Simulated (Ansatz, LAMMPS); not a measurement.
# Elastic response of glassy 77SiO2-6B2O3-8CaO-8MgO (mol %) (142 atoms), part 3 of 4

Aim: relax glassy 77SiO2-6B2O3-8CaO-8MgO (mol %) (142 atoms), then change its volume and shape to read moduli from the stress.

Ansatz 0.2.0; Kohn-Sham DFT, PBE, PAW (set soft_2), plane waves.

The cell: 37 Si, 6 B, 4 Ca, 4 Mg and 91 O. The quench rate of 100 K/ps is many orders above laboratory rates. The starting topology of bonds comes from the classical model. Only the Γ point is sampled.

So far. Step 6 (Volume +3 %): The relaxation converged after 7 steps, 0.538 eV below its start, with a largest force component of 0.038 eV/Å. Step 6 (Volume +3 %): Volume +3 %: the energy stands 0.272 eV above that of the reference, at a pressure of -1.51 GPa.

**7. Volume -6 %**

The relaxed cell is scaled to another volume.

input.yaml

```yaml
crystal:
  lattice:
    - [11.94438, 0.01492, 0.26979]
    - [0.01492, 12.41903, 0.07033]
    - [0.26979, 0.07033, 12.44604]
  atoms:
    [... the 142 atom lines of step 4 ...]
kpoints:
  mp_grid: { grid: [1, 1, 1] }
hamiltonian:
  xc: pbe
scf:
  occupations: { method: fermi_dirac, width: 0.025 }
output:
  forces: true
  eigenvalues: true
  stress: true
relax:
  f_tol: 0.05
  max_steps: 70
```

Command:

```
$ ansatz run input.yaml --threads 4 --pin off --max-ram 8192MiB --backend cpu --events-out ev --progress --plain --runs-dir out
```

Numbers of over 12 decimals in the logs are rounded to 6 here.

What it wrote:

```text
[...]
Crystal: 142 atoms, lattice volume = 1845.251 Å³
Basis set: ecut = 420 eV, 36055 PW (Γ), exchange–correlation on 160×180×180 points (8 copies of the dense FFT grid, shifted against one another)
Bands: 538, of which v1, the nominal top of the filled ones, is band 396 counted from 1 (395 counted from 0)
Symmetry: 1 space group operations
[...]
k-points: 1
[...]
SCF iter   1: F=—  HF=-91206.750359 eV  |F-HF|=—  |Δ(HF+E_count)|=         —  Δρ=2.43e-3  dr2=1.31e-1  ethr=1.77e-3  ⟨swp⟩=7.0  Hψ=2755  notcnv=0  defer=113
[...]
SCF iter   5: F=—  HF=-91206.756128 eV  |F-HF|=—  |Δ(HF+E_count)|=   7.75e-5  Δρ=7.23e-5  dr2=7.16e-5  ethr=4.50e-8  ⟨swp⟩=2.0  Hψ=826  notcnv=0  defer=136
SCF iter   6: F=-91206.756130 eV  HF=-91206.756130 eV  |F-HF|=1.92e-7  |Δ(HF+E_count)|=   2.01e-6  Δρ=1.94e-5  dr2=4.89e-6  ethr=7.89e-9  ⟨swp⟩=16.0  Hψ=3647  notcnv=0
SCF 1 converged in 6 iterations: F = -91206.756130 eV  dr2 = 4.89e-6
[...]
relax step   1: F+E_penalty+E_count = -91206.75612998 eV  Δ(F+E_penalty+E_count) = +0.000e0 eV  max|allowed force component| = 1.308e0 eV/Å  Δτ_max = 0.0000 Å  (6 SCF iters, dr2 threshold 6.25e-5 eV, accepted)
[...]
relax step   2: F+E_penalty+E_count = -91208.12431837 eV  Δ(F+E_penalty+E_count) = -1.368e0 eV  max|allowed force component| = 7.850e-1 eV/Å  Δτ_max = 0.1057 Å  (6 SCF iters, dr2 threshold 1.00e-4 eV, accepted)
[...]
relax step   3: F+E_penalty+E_count = -91209.09092608 eV  Δ(F+E_penalty+E_count) = -9.666e-1 eV  max|allowed force component| = 4.917e-1 eV/Å  Δτ_max = 0.1282 Å  (7 SCF iters, dr2 threshold 3.85e-5 eV, accepted)
relax step   4: F+E_penalty+E_count = -91209.26690523 eV  Δ(F+E_penalty+E_count) = -1.760e-1 eV  max|allowed force component| = 2.857e-1 eV/Å  Δτ_max = 0.2000 Å  (6 SCF iters, dr2 threshold 8.70e-5 eV, accepted)
relax step   5: F+E_penalty+E_count = -91209.31827970 eV  Δ(F+E_penalty+E_count) = -5.137e-2 eV  max|allowed force component| = 1.668e-1 eV/Å  Δτ_max = 0.0531 Å  (5 SCF iters, dr2 threshold 2.75e-5 eV, accepted)
relax step   6: F+E_penalty+E_count = -91209.34687199 eV  Δ(F+E_penalty+E_count) = -2.859e-2 eV  max|allowed force component| = 1.197e-1 eV/Å  Δτ_max = 0.0287 Å  (6 SCF iters, dr2 threshold 9.39e-6 eV, accepted)
relax step   7: F+E_penalty+E_count = -91209.36293981 eV  Δ(F+E_penalty+E_count) = -1.607e-2 eV  max|allowed force component| = 2.180e-1 eV/Å  Δτ_max = 0.2000 Å  (8 SCF iters, dr2 threshold 4.88e-6 eV, accepted)
relax step   8: F+E_penalty+E_count = -91209.39856340 eV  Δ(F+E_penalty+E_count) = -3.562e-2 eV  max|allowed force component| = 7.372e-2 eV/Å  Δτ_max = 0.0573 Å  (6 SCF iters, dr2 threshold 2.45e-5 eV, accepted)
relax step   9: F+E_penalty+E_count = -91209.40360668 eV  Δ(F+E_penalty+E_count) = -5.043e-3 eV  max|allowed force component| = 6.407e-2 eV/Å  Δτ_max = 0.0212 Å  (8 SCF iters, accepted)
relax step  10: F+E_penalty+E_count = -91209.40617158 eV  Δ(F+E_penalty+E_count) = -2.565e-3 eV  max|allowed force component| = 7.063e-2 eV/Å  Δτ_max = 0.0149 Å  (7 SCF iters, accepted)
relax step  11: F+E_penalty+E_count = -91209.41034838 eV  Δ(F+E_penalty+E_count) = -4.177e-3 eV  max|allowed force component| = 3.107e-2 eV/Å  Δτ_max = 0.0296 Å  (6 SCF iters, dr2 threshold 3.77e-6 eV, accepted)
[...]
relax step  12: F+E_penalty+E_count = -91209.41034904 eV  Δ(F+E_penalty+E_count) = -6.682e-7 eV  max|allowed force component| = 3.095e-2 eV/Å  Δτ_max = 0.0000 Å  (4 SCF iters, accepted)
SCF converged after 4 iterations
Free energy (F): -91209.410349 eV
[...]
Internal energy: -91209.410349 eV  (E = F + TS)
E sigma→0 (E₀):  -91209.410349 eV
Fermi energy:    5.660209 eV
[...]
Σ components = -91209.410349   (vs F -91209.410349, Δ=0.00e0)
--- Forces (eV/Å), atoms counted from 1 ---
  atom   1  Si     0.00214801    -0.00123826     0.00068438
  atom   2  Si    -0.03094505     0.00790785    -0.01970974
  atom   3  Si     0.00499686    -0.00278476    -0.00245314
  atom   4  Si     0.00235254    -0.00620442     0.00357511
[...]
atom 142  O     -0.01232689     0.01853150    -0.00238189
  max |Σ_I F_I| component: 6.29e-5 eV/Å
--- Stress (GPa, compression-positive) ---
        3.348506       0.368413      -0.109985
        0.368414       3.037773       0.076050
       -0.109989       0.076048       3.084544
  P = ⅓ Tr σ = 3.1569 GPa (31.569 kbar)
--- Band table (eV) ---
[...]
--- Relaxed structure (12 steps of the walk, 12 accepted, 0 SCFs on fresh bases) ---
  F+E_penalty+E_count = -91209.41034904 eV   max|allowed force component| = 3.095e-2 eV/Å
  atoms:
    - { symbol: Si, position: [0.277963, 0.275243, 0.464251] }
    - { symbol: Si, position: [0.229388, 0.395610, 0.659215] }
    - { symbol: Si, position: [0.991284, 0.540435, 0.461369] }
    - { symbol: Si, position: [0.611571, 0.362603, 0.148533] }
[...]
- { symbol: O, position: [0.169128, 0.212301, 0.425044] }
```

Run time: 4.6 min. Hardware: 4 threads of Intel Xeon Platinum 8488C (Sapphire Rapids), shared host; peak memory 3 GiB.

The relaxation converged after 12 steps, 2.65 eV below its start, with a largest force component of 0.031 eV/Å.

Volume -6 %: the energy stands 1.16 eV above that of the reference, at a pressure of 3.16 GPa.

**8. Volume +6 %**

The relaxed cell is scaled to another volume.

Input and log are left out; they have the form of those shown for this kind of step.

Run time: 4.6 min. Hardware: 4 threads of Intel Xeon Platinum 8488C (Sapphire Rapids), shared host; peak memory 3.3 GiB.

The relaxation converged after 10 steps, 2.03 eV below its start, with a largest force component of 0.045 eV/Å.

Volume +6 %: the energy stands 1.07 eV above that of the reference, at a pressure of -2.81 GPa.

**9. Volume -10 %**

The relaxed cell is scaled to another volume.

input.yaml, the sections that differ from step 7:

```yaml
crystal:
  lattice:
    - [11.77249, 0.0147, 0.26591]
    - [0.0147, 12.24031, 0.06932]
    - [0.26591, 0.06932, 12.26694]
  atoms:
    [... the 142 atom lines of step 4 ...]
# kpoints, hamiltonian, scf, output, relax: as in step 7
```

What it wrote:

```text
[...]
Crystal: 142 atoms, lattice volume = 1766.729 Å³
Basis set: ecut = 420 eV, 34577 PW (Γ), exchange–correlation on 160×180×180 points (8 copies of the dense FFT grid, shifted against one another)
Bands: 538, of which v1, the nominal top of the filled ones, is band 396 counted from 1 (395 counted from 0)
Symmetry: 1 space group operations
[...]
k-points: 1
[...]
SCF iter   1: F=—  HF=-91199.183985 eV  |F-HF|=—  |Δ(HF+E_count)|=         —  Δρ=2.59e-3  dr2=1.36e-1  ethr=1.77e-3  ⟨swp⟩=8.0  Hψ=2826  notcnv=0  defer=102
[...]
SCF iter   5: F=—  HF=-91199.173911 eV  |F-HF|=—  |Δ(HF+E_count)|=   7.91e-5  Δρ=7.43e-5  dr2=7.05e-5  ethr=4.13e-8  ⟨swp⟩=2.0  Hψ=826  notcnv=0  defer=136
SCF iter   6: F=-91199.173911 eV  HF=-91199.173910 eV  |F-HF|=1.23e-6  |Δ(HF+E_count)|=   1.18e-6  Δρ=1.67e-5  dr2=3.21e-6  ethr=7.89e-9  ⟨swp⟩=17.0  Hψ=3468  notcnv=0
SCF 1 converged in 6 iterations: F = -91199.173911 eV  dr2 = 3.21e-6
[...]
relax step   1: F+E_penalty+E_count = -91199.17391081 eV  Δ(F+E_penalty+E_count) = +0.000e0 eV  max|allowed force component| = 2.362e0 eV/Å  Δτ_max = 0.0000 Å  (6 SCF iters, dr2 threshold 6.25e-5 eV, accepted)
[...]
relax step   2: F+E_penalty+E_count = -91203.20725860 eV  Δ(F+E_penalty+E_count) = -4.033e0 eV  max|allowed force component| = 1.440e0 eV/Å  Δτ_max = 0.1645 Å  (6 SCF iters, dr2 threshold 1.00e-4 eV, accepted)
[...]
relax step   3: F+E_penalty+E_count = -91206.17431790 eV  Δ(F+E_penalty+E_count) = -2.967e0 eV  max|allowed force component| = 8.550e-1 eV/Å  Δτ_max = 0.1955 Å  (7 SCF iters, dr2 threshold 1.00e-4 eV, accepted)
relax step   4: F+E_penalty+E_count = -91206.71880748 eV  Δ(F+E_penalty+E_count) = -5.445e-1 eV  max|allowed force component| = 3.979e-1 eV/Å  Δτ_max = 0.2000 Å  (6 SCF iters, dr2 threshold 1.00e-4 eV, accepted)
relax step   5: F+E_penalty+E_count = -91206.97065922 eV  Δ(F+E_penalty+E_count) = -2.519e-1 eV  max|allowed force component| = 3.131e-1 eV/Å  Δτ_max = 0.1681 Å  (7 SCF iters, dr2 threshold 3.43e-5 eV, accepted)
relax step   6: F+E_penalty+E_count = -91207.12455469 eV  Δ(F+E_penalty+E_count) = -1.539e-1 eV  max|allowed force component| = 3.967e-1 eV/Å  Δτ_max = 0.2000 Å  (7 SCF iters, dr2 threshold 2.12e-5 eV, accepted)
relax step   7: F+E_penalty+E_count = -91207.23106628 eV  Δ(F+E_penalty+E_count) = -1.065e-1 eV  max|allowed force component| = 1.895e-1 eV/Å  Δτ_max = 0.0910 Å  (5 SCF iters, dr2 threshold 9.74e-5 eV, accepted)
relax step   8: F+E_penalty+E_count = -91207.33022271 eV  Δ(F+E_penalty+E_count) = -9.916e-2 eV  max|allowed force component| = 2.656e-1 eV/Å  Δτ_max = 0.2000 Å  (8 SCF iters, dr2 threshold 8.19e-6 eV, accepted)
relax step   9: F+E_penalty+E_count = -91207.36638636 eV  Δ(F+E_penalty+E_count) = -3.616e-2 eV  max|allowed force component| = 1.591e-1 eV/Å  Δτ_max = 0.0390 Å  (6 SCF iters, dr2 threshold 1.61e-5 eV, accepted)
relax step  10: F+E_penalty+E_count = -91207.20166652 eV  Δ(F+E_penalty+E_count) = +1.647e-1 eV  max|allowed force component| = 5.771e-1 eV/Å  Δτ_max = 0.2000 Å  (8 SCF iters, dr2 threshold 9.08e-6 eV, rejected (line search))
relax step  11: F+E_penalty+E_count = -91207.39312849 eV  Δ(F+E_penalty+E_count) = -2.674e-2 eV  max|allowed force component| = 8.627e-2 eV/Å  Δτ_max = 0.0632 Å  (10 SCF iters, accepted)
relax step  12: F+E_penalty+E_count = -91207.36309028 eV  Δ(F+E_penalty+E_count) = +3.004e-2 eV  max|allowed force component| = 3.380e-1 eV/Å  Δτ_max = 0.0985 Å  (9 SCF iters, rejected (line search))
[...]
relax step  13: F+E_penalty+E_count = -91207.40098866 eV  Δ(F+E_penalty+E_count) = -7.860e-3 eV  max|allowed force component| = 4.133e-2 eV/Å  Δτ_max = 0.0434 Å  (9 SCF iters, accepted)
SCF converged after 9 iterations
Free energy (F): -91207.400989 eV
[...]
Internal energy: -91207.400989 eV  (E = F + TS)
E sigma→0 (E₀):  -91207.400989 eV
Fermi energy:    6.098713 eV
[...]
Σ components = -91207.400989   (vs F -91207.400989, Δ=0.00e0)
--- Forces (eV/Å), atoms counted from 1 ---
  atom   1  Si    -0.00977807    -0.00641886     0.00023491
  atom   2  Si     0.01005850     0.00650355    -0.00137201
  atom   3  Si    -0.00263014    -0.01346584    -0.00102008
  atom   4  Si     0.00056895    -0.00083251     0.01303504
[...]
atom 142  O      0.00324802     0.00562000     0.00177909
  max |Σ_I F_I| component: 5.82e-5 eV/Å
--- Stress (GPa, compression-positive) ---
        5.449522       0.569861      -0.127108
        0.569861       5.171449       0.154685
       -0.127112       0.154685       5.186308
  P = ⅓ Tr σ = 5.2691 GPa (52.691 kbar)
--- Band table (eV) ---
[...]
--- Relaxed structure (13 steps of the walk, 11 accepted, 0 SCFs on fresh bases) ---
  F+E_penalty+E_count = -91207.40098866 eV   max|allowed force component| = 4.133e-2 eV/Å
  atoms:
    - { symbol: Si, position: [0.279057, 0.274105, 0.455647] }
    - { symbol: Si, position: [0.229880, 0.394841, 0.652890] }
    - { symbol: Si, position: [0.998854, 0.543184, 0.460193] }
    - { symbol: Si, position: [0.615234, 0.360015, 0.148609] }
[...]
- { symbol: O, position: [0.168417, 0.217800, 0.408004] }
```

The job ended after 5.7 min (4 threads; peak memory 3 GiB; 21 min of CPU time).

The relaxation converged after 13 steps, 8.23 eV below its start, with a largest force component of 0.041 eV/Å.

Volume -10 %: the energy stands 3.17 eV above that of the reference, at a pressure of 5.27 GPa.

**10. Stretched by 1 % along x**

The relaxed cell is strained along x alone, which gives the stiffness along x and its coupling to y and z.

input.yaml, the sections that differ from step 9:

```yaml
crystal:
  lattice:
    - [12.31522, 0.01523, 0.27541]
    - [0.01538, 12.67783, 0.0718]
    - [0.27816, 0.0718, 12.70541]
  atoms:
    [... the 142 atom lines of step 4 ...]
# kpoints, hamiltonian, scf, output, relax: as in step 9
```

What it wrote:

```text
[...]
Crystal: 142 atoms, lattice volume = 1982.662 Å³
Basis set: ecut = 420 eV, 38771 PW (Γ), exchange–correlation on 180×180×180 points (8 copies of the dense FFT grid, shifted against one another)
Bands: 538, of which v1, the nominal top of the filled ones, is band 396 counted from 1 (395 counted from 0)
Symmetry: 1 space group operations
[...]
k-points: 1
[...]
SCF iter   1: F=—  HF=-91210.413036 eV  |F-HF|=—  |Δ(HF+E_count)|=         —  Δρ=2.30e-3  dr2=1.37e-1  ethr=1.77e-3  ⟨swp⟩=8.0  Hψ=2817  notcnv=0  defer=112
[...]
SCF iter   5: F=—  HF=-91210.403709 eV  |F-HF|=—  |Δ(HF+E_count)|=   8.25e-5  Δρ=8.17e-5  dr2=9.92e-5  ethr=5.19e-8  ⟨swp⟩=2.0  Hψ=778  notcnv=0  defer=136
SCF iter   6: F=-91210.403707 eV  HF=-91210.403706 eV  |F-HF|=1.12e-6  |Δ(HF+E_count)|=   2.98e-6  Δρ=1.88e-5  dr2=4.90e-6  ethr=7.89e-9  ⟨swp⟩=15.0  Hψ=3641  notcnv=0
SCF 1 converged in 6 iterations: F = -91210.403707 eV  dr2 = 4.90e-6
[...]
relax step   1: F+E_penalty+E_count = -91210.40370723 eV  Δ(F+E_penalty+E_count) = +0.000e0 eV  max|allowed force component| = 4.993e-1 eV/Å  Δτ_max = 0.0000 Å  (6 SCF iters, dr2 threshold 6.25e-5 eV, accepted)
[...]
relax step   2: F+E_penalty+E_count = -91210.46982666 eV  Δ(F+E_penalty+E_count) = -6.612e-2 eV  max|allowed force component| = 2.682e-1 eV/Å  Δτ_max = 0.0238 Å  (5 SCF iters, dr2 threshold 1.56e-5 eV, accepted)
[...]
relax step   3: F+E_penalty+E_count = -91210.50774715 eV  Δ(F+E_penalty+E_count) = -3.792e-2 eV  max|allowed force component| = 9.319e-2 eV/Å  Δτ_max = 0.0218 Å  (6 SCF iters, dr2 threshold 4.50e-6 eV, accepted)
relax step   4: F+E_penalty+E_count = -91210.51149677 eV  Δ(F+E_penalty+E_count) = -3.750e-3 eV  max|allowed force component| = 6.625e-2 eV/Å  Δτ_max = 0.0070 Å  (7 SCF iters, accepted)
[...]
relax step   5: F+E_penalty+E_count = -91210.51404967 eV  Δ(F+E_penalty+E_count) = -2.553e-3 eV  max|allowed force component| = 3.214e-2 eV/Å  Δτ_max = 0.0063 Å  (7 SCF iters, accepted)
SCF converged after 7 iterations
Free energy (F): -91210.514050 eV
[...]
Internal energy: -91210.514050 eV  (E = F + TS)
E sigma→0 (E₀):  -91210.514050 eV
Fermi energy:    4.962020 eV
[...]
Σ components = -91210.514050   (vs F -91210.514050, Δ=0.00e0)
--- Forces (eV/Å), atoms counted from 1 ---
  atom   1  Si     0.00837120     0.00171888    -0.00024192
  atom   2  Si    -0.00197129     0.00719931    -0.01475921
  atom   3  Si     0.02797005    -0.01935996    -0.00959653
  atom   4  Si     0.00936595    -0.00554156    -0.01751792
[...]
atom 142  O      0.00267454    -0.00103563     0.01463751
  max |Σ_I F_I| component: 6.52e-5 eV/Å
--- Stress (GPa, compression-positive) ---
       -1.048349      -0.059985       0.033477
       -0.059985      -0.335442      -0.032073
        0.033473      -0.032074      -0.327064
  P = ⅓ Tr σ = -0.5703 GPa (-5.703 kbar)
--- Band table (eV) ---
[...]
--- Relaxed structure (5 steps of the walk, 5 accepted, 0 SCFs on fresh bases) ---
  F+E_penalty+E_count = -91210.51404967 eV   max|allowed force component| = 3.214e-2 eV/Å
  atoms:
    - { symbol: Si, position: [0.275753, 0.278636, 0.473014] }
    - { symbol: Si, position: [0.229636, 0.397706, 0.667746] }
    - { symbol: Si, position: [0.980499, 0.543024, 0.462970] }
    - { symbol: Si, position: [0.607273, 0.362267, 0.150533] }
[...]
- { symbol: O, position: [0.167547, 0.213661, 0.443202] }
```

The job ended after 2 min (4 threads; peak memory 3.2 GiB).

The relaxation converged after 5 steps, 0.110 eV below its start, with a largest force component of 0.032 eV/Å.

Stretched by 1 % along x: the energy stands 0.0586 eV above that of the reference, at a pressure of -0.570 GPa.

**11. Compressed by 1 % along x**

The relaxed cell is strained along x alone, which gives the stiffness along x and its coupling to y and z.

input.yaml, the sections that differ from step 10:

```yaml
crystal:
  lattice:
    - [12.07136, 0.01523, 0.27541]
    - [0.01508, 12.67783, 0.0718]
    - [0.27266, 0.0718, 12.70541]
  atoms:
    [... the 142 atom lines of step 4 ...]
# kpoints, hamiltonian, scf, output, relax: as in step 10
```

What it wrote:

```text
[...]
Crystal: 142 atoms, lattice volume = 1943.402 Å³
Basis set: ecut = 420 eV, 37961 PW (Γ), exchange–correlation on 162×180×180 points (8 copies of the dense FFT grid, shifted against one another)
Bands: 538, of which v1, the nominal top of the filled ones, is band 396 counted from 1 (395 counted from 0)
Symmetry: 1 space group operations
[...]
k-points: 1
[...]
SCF iter   1: F=—  HF=-91210.397657 eV  |F-HF|=—  |Δ(HF+E_count)|=         —  Δρ=2.33e-3  dr2=1.34e-1  ethr=1.77e-3  ⟨swp⟩=8.0  Hψ=2811  notcnv=0  defer=111
[...]
SCF iter   6: F=-91210.389790 eV  HF=-91210.389789 eV  |F-HF|=1.06e-6  |Δ(HF+E_count)|=   1.81e-6  Δρ=1.85e-5  dr2=4.58e-6  ethr=7.89e-9  ⟨swp⟩=16.0  Hψ=3724  notcnv=0
SCF 1 converged in 6 iterations: F = -91210.389790 eV  dr2 = 4.58e-6
[...]
relax step   1: F+E_penalty+E_count = -91210.38979024 eV  Δ(F+E_penalty+E_count) = +0.000e0 eV  max|allowed force component| = 5.368e-1 eV/Å  Δτ_max = 0.0000 Å  (6 SCF iters, dr2 threshold 6.25e-5 eV, accepted)
[...]
relax step   2: F+E_penalty+E_count = -91210.45878642 eV  Δ(F+E_penalty+E_count) = -6.900e-2 eV  max|allowed force component| = 2.877e-1 eV/Å  Δτ_max = 0.0217 Å  (5 SCF iters, dr2 threshold 1.80e-5 eV, accepted)
[...]
relax step   3: F+E_penalty+E_count = -91210.49889859 eV  Δ(F+E_penalty+E_count) = -4.011e-2 eV  max|allowed force component| = 9.305e-2 eV/Å  Δτ_max = 0.0220 Å  (6 SCF iters, dr2 threshold 5.17e-6 eV, accepted)
relax step   4: F+E_penalty+E_count = -91210.50280688 eV  Δ(F+E_penalty+E_count) = -3.908e-3 eV  max|allowed force component| = 6.715e-2 eV/Å  Δτ_max = 0.0074 Å  (7 SCF iters, accepted)
relax step   5: F+E_penalty+E_count = -91210.50573325 eV  Δ(F+E_penalty+E_count) = -2.926e-3 eV  max|allowed force component| = 8.028e-2 eV/Å  Δτ_max = 0.0284 Å  (7 SCF iters, accepted)
relax step   6: F+E_penalty+E_count = -91210.50844719 eV  Δ(F+E_penalty+E_count) = -2.714e-3 eV  max|allowed force component| = 3.011e-2 eV/Å  Δτ_max = 0.0098 Å  (5 SCF iters, dr2 threshold 3.36e-6 eV, accepted)
[...]
relax step   7: F+E_penalty+E_count = -91210.50844783 eV  Δ(F+E_penalty+E_count) = -6.398e-7 eV  max|allowed force component| = 3.019e-2 eV/Å  Δτ_max = 0.0000 Å  (4 SCF iters, accepted)
SCF converged after 4 iterations
Free energy (F): -91210.508448 eV
[...]
Internal energy: -91210.508448 eV  (E = F + TS)
E sigma→0 (E₀):  -91210.508448 eV
Fermi energy:    5.168190 eV
[...]
--- Forces (eV/Å), atoms counted from 1 ---
  atom   1  Si    -0.00084619     0.00032894     0.00178590
  atom   2  Si     0.00173049    -0.00215132    -0.00286023
  atom   3  Si     0.00171846     0.00420824     0.01164311
  atom   4  Si     0.00165485     0.01192810     0.00167138
  atom   5  Si     0.00418549     0.00054322     0.00550987
  atom   6  Si    -0.00340627     0.00416013    -0.00150099
  atom   7  Si     0.00456433    -0.00379389     0.01579217
  atom   8  Si    -0.00687857     0.00606633     0.00161407
  atom   9  Si    -0.00649732     0.00414077     0.00598609
  atom  10  Si     0.00772056     0.00497745    -0.00039423
  atom  11  Si    -0.01981881     0.00102401    -0.01402585
  atom  12  Si    -0.00053224     0.00293048    -0.00027275
  atom  13  Si    -0.00371329    -0.00747141    -0.00145042
  atom  14  Si    -0.00036983    -0.00336764     0.00233426
[...]
atom 141  O     -0.00267820     0.00206177    -0.00659741
  atom 142  O     -0.00708254     0.01047861    -0.00980330
  max |Σ_I F_I| component: 4.34e-5 eV/Å
--- Stress (GPa, compression-positive) ---
        0.999552       0.035071      -0.025399
        0.035072       0.343472       0.023498
       -0.025402       0.023497       0.310608
  P = ⅓ Tr σ = 0.5512 GPa (5.512 kbar)
--- Band table (eV) ---
[...]
--- Relaxed structure (7 steps of the walk, 7 accepted, 0 SCFs on fresh bases) ---
  F+E_penalty+E_count = -91210.50844783 eV   max|allowed force component| = 3.019e-2 eV/Å
  atoms:
    - { symbol: Si, position: [0.277126, 0.279037, 0.471842] }
    - { symbol: Si, position: [0.230213, 0.397161, 0.666000] }
    - { symbol: Si, position: [0.984569, 0.542440, 0.462805] }
    - { symbol: Si, position: [0.610222, 0.362176, 0.148888] }
[...]
- { symbol: O, position: [0.169001, 0.212518, 0.440730] }
```

Elapsed: 2.6 min, on 4 threads; peak memory 3.1 GiB; 9.6 min of CPU time.

The relaxation converged after 7 steps, 0.119 eV below its start, with a largest force component of 0.030 eV/Å.

Compressed by 1 % along x: the energy stands 0.0642 eV above that of the reference, at a pressure of 0.551 GPa.

(Part 3 of 4 ends here.)

[Logs are printed without paths, hosts, clocks, repeated set-up lines and the standing remarks that a program may print on its own settings, such as how far it seeks lower states.]

[Hosts, paths, dates, database ids (printed as entryN), source tags and the programs' standing remarks are cut or masked in the printed files.]
